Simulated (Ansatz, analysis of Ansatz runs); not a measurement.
# V_K centre (self-trapped hole) in LiF: local vibrational mode against experiment, part 2 of 2

How near does this set-up come to the measured local vibrational mode? Subject: V_K centre (self-trapped hole) in LiF. Set-up: PBE, 64-site cell, PBE lattice, 520 eV, k: the single point 1/4 1/4 1/4. The model is a cell of 64 host atoms. The frequencies come from force constants among the defect atom and its neighbours, with the masses of the isotopes named. This set-up takes another basis size than the usual one.

Ansatz 0.2.0; PBE, 64-site cell, PBE lattice, 520 eV, k: the single point 1/4 1/4 1/4.

So far: Set-up; Relaxation, charge +1.

### Step 2. Relaxation, charge +1 (continued)

Level of this step: plane-wave PAW DFT, PBE; relaxation of all atoms of a defect supercell (Ansatz).

Relaxation path:

| step | energy less that of the first step (eV) | largest force component (eV/Å) |
| --- | --- | --- |
| 1 | 0.0000 | 2.6149 |
| 2 | -0.7545 | 1.5494 |
| 3 | -1.3346 | 0.6646 |
| 4 | -1.4843 | 0.0177 |
| 5 | -1.4844 | 0.0177 |
| 6 | -1.4848 | 0.0018 |

The atoms that moved most (Å, from the sites as typed, ahead of the random displacement, the mean shift of all atoms taken out):

| atom | dx | dy | dz | length |
| --- | --- | --- | --- | --- |
| F8 | 0.000 | -0.318 | -0.318 | 0.449 |
| F31 | 0.000 | 0.318 | 0.318 | 0.449 |

The atoms nearest to the centre after the run:

| atom | distance (Å) |
| --- | --- |
| Li19 | 1.436 |
| F8 | 1.437 |
| F31 | 1.439 |
| Li12 | 1.440 |
| F53 | 2.489 |
| Li34 | 2.490 |
| F46 | 2.491 |
| F21 | 2.491 |
| Li57 | 2.491 |
| Li2 | 2.492 |
| F14 | 2.493 |
| Li25 | 2.493 |

Among the bonds that opened: F31–F8 1.98 to 2.88 Å.

Numbers from this step:

| Property | Result |
| --- | --- |
| free energy | -32518.3228 eV |
| smearing term TS | 0.01440 eV |
| total moment | 1 μB |
| integral of the absolute spin density | 1.060 μB |
| spin contamination | 1.92e-4 |

### Step 3. Local vibrational modes

A local mode lives on the defect and the atoms next to it, so only the sites listed in the input are displaced, which costs far fewer SCF runs than the whole cell would.

This step: plane-wave PAW DFT, PBE; finite-displacement force constants among the atoms nearest to a defect, the others at rest.

Contents of modes/input.yaml:

```yaml
crystal:
  lattice:
    - [8.13609281, 0.0, 0.0]
    - [0.0, 8.13609281, 0.0]
    - [0.0, 0.0, 8.13609281]
  atoms:
    - { symbol: Li, position: [-0.000123171, -2.1793e-05, 0.00024905] }
    - { symbol: Li, position: [-0.000208656, 0.249953378, 0.250264398] }
[... 5 atom lines left out ...]
    - { symbol: F, position: [0.249831076, 0.249966111, 0.250253363] }
[... 3 atom lines left out ...]
    - { symbol: Li, position: [0.249827867, 0.249971006, 0.500215659] }
[... 1 atom line left out ...]
    - { symbol: F, position: [-0.000161093, 0.249962912, 0.500242254] }
[... 4 atom lines left out ...]
    - { symbol: Li, position: [0.249834957, 0.499914804, 0.250260033] }
[... 1 atom line left out ...]
    - { symbol: F, position: [-0.0001606, 0.499951959, 0.250251445] }
[... 3 atom lines left out ...]
    - { symbol: Li, position: [-0.000233146, 0.499952706, 0.500259009] }
[... 5 atom lines left out ...]
    - { symbol: F, position: [0.249862211, 0.499948333, 0.500236659] }
[... 2 atom lines left out ...]
    - { symbol: Li, position: [0.499887061, 0.249946592, 0.250248625] }
[... 11 atom lines left out ...]
    - { symbol: F, position: [0.499845784, 0.249961666, 0.500243005] }
[... 6 atom lines left out ...]
    - { symbol: F, position: [0.499846435, 0.499949817, 0.250253879] }
[... 3 atom lines left out ...]
    - { symbol: Li, position: [0.499930856, 0.499966115, 0.500259026] }
[... 6 atom lines left out ...]
    - { symbol: F, position: [0.74985128, 0.749966116, 0.750253265] }
total_charge: 1
basis:
  ecutwfc: 520
  xc_grid: 2
hamiltonian:
  xc: pbe
kpoints:
  mp_grid: { grid: [1, 1, 1], shift: [0.25, 0.25, 0.25] }
magnetization:
  spin_polarized: true
  initial_magnetization: 1
  spin_locking: { lock_magnetization: hard }
scf:
  occupations: { method: fermi_dirac, width: 0.01 }
  max_iter: 120
output: {}
checkpoint:
  read: "../relax.run"
phonons:
  supercell: [1, 1, 1]
  displaced_sites: [7, 18, 30]
```

Launch:

```bash
ansatz run input.yaml --threads 2 --pin off --max-ram 3768MiB --backend cpu --events-out ev --progress --plain --runs-dir out
```

Numbers of over 12 decimals in the logs are rounded to 6 here.

Output:

```text
[...]
Warning: at least one further symmetry operation maps every atom of the structure, as the run holds it, onto an atom to within 3.18e-5 (fractional), and is not used: no operation is sought that the atoms, as the run holds them, miss by more than 2.00e-5, [...]
[...]
Crystal: 64 atoms, lattice volume = 538.577 Å³
Basis set: ecut = 520 eV, 14411 PW (Γ), exchange–correlation on 128×128×128 points (8 copies of the dense FFT grid, shifted against one another)
Bands: 224, of which v1, the nominal top of the filled ones, is band 160 counted from 1 (159 counted from 0)
Symmetry: 1 space group operations
k-points: 1
[...]
Stability of the state it starts from, as read at its close in the collinear treatment: not read negative (Ritz values of 1 − χ₀K, real part plus size of imaginary part, from 1.0 to 1.1, by its mixing steps under no symmetry); [...]
[...]
symmetry images taken by strict's conditions (phonons.symmetry_images: auto; settled by no image being taken that strict refuses)
  force constants formed among 3 of 64 sites (F 7, Li 18, F 30); the other 61 at rest. The modes move the named sites alone.
  the frequencies, the zero-point energy and the sums are of the block with the acoustic sum rule laid on its rows. Row sums over every site: 6.1e-4 eV/Å² at the most
  transpose residual: 4.0e-4 eV/Å²
  largest component of a force at the reference: 7.6e-4 eV/Å on a named site, 1.9e-3 eV/Å on a site at rest
  frequencies among the named sites at Γ of the cell (cm⁻¹): 227.16 252.87 254.22 255.16 258.96 284.80 327.37 342.88 344.68
  unstable modes among the named sites: 0
  frequencies as built, with no sum rule (cm⁻¹): 227.15 252.86 254.21 255.15 258.95 284.80 327.33 342.85 344.65
  zero-point energy: 0.157962 eV/cell   skipped modes (ω ≤ 0): 0
  not written: the harmonic force-constant file, the file of eigenvectors (these modes' are written with the force constants), the density of states and the dispersion, which are of every site
[key lines of the parts left out:]
SCF converged after 8 iterations
Magnetization: 1.0000 μB (160.0000 up, 159.0000 down)
Free energy (F): -32518.322801 eV
Fermi energy:    0.684206 (↑ 5.336548, ↓ 0.684206) eV
```

It took 15 min on 2 threads of Intel Xeon Platinum 8488C (Sapphire Rapids), shared host; peak memory 2 GiB.

Numbers from this step:

- free energy: -32518.3228 eV
- smearing term TS: 0.01440 eV
- total moment: 1.000 μB
- integral of the absolute spin density: 1.060 μB
- spin contamination: 1.92e-4

The modes with the largest weight on the probed atoms (the light atom of a pair), for the masses of each isotope. Modes of the displaced atoms (local only where they lie over the host's phonons):

```csv
isotopes,mode (cm⁻¹),share of the defect atoms
n,284.8,0.985
n,259,0.968
n,255.2,0.998
n,254.2,0.927
n,252.9,0.986
n,227.2,0.974
```

### Step 4. Outcome

This set-up is not sound: the two halogen atoms part to 2.88 Å, so no dimer forms at this level and there is no stretch to set beside the measurement.

[Logs are printed without paths, hosts, clocks, repeated set-up lines and the standing remarks that a program may print on its own settings, such as how far it seeks lower states.]

[Hosts, paths, dates, database ids (printed as entryN), source tags and the programs' standing remarks are cut or masked in the printed files.]

[For some hosts the program warned that the k-mesh of the response run may be too coarse for force constants and the static dielectric constant; such warnings are not shown here.]
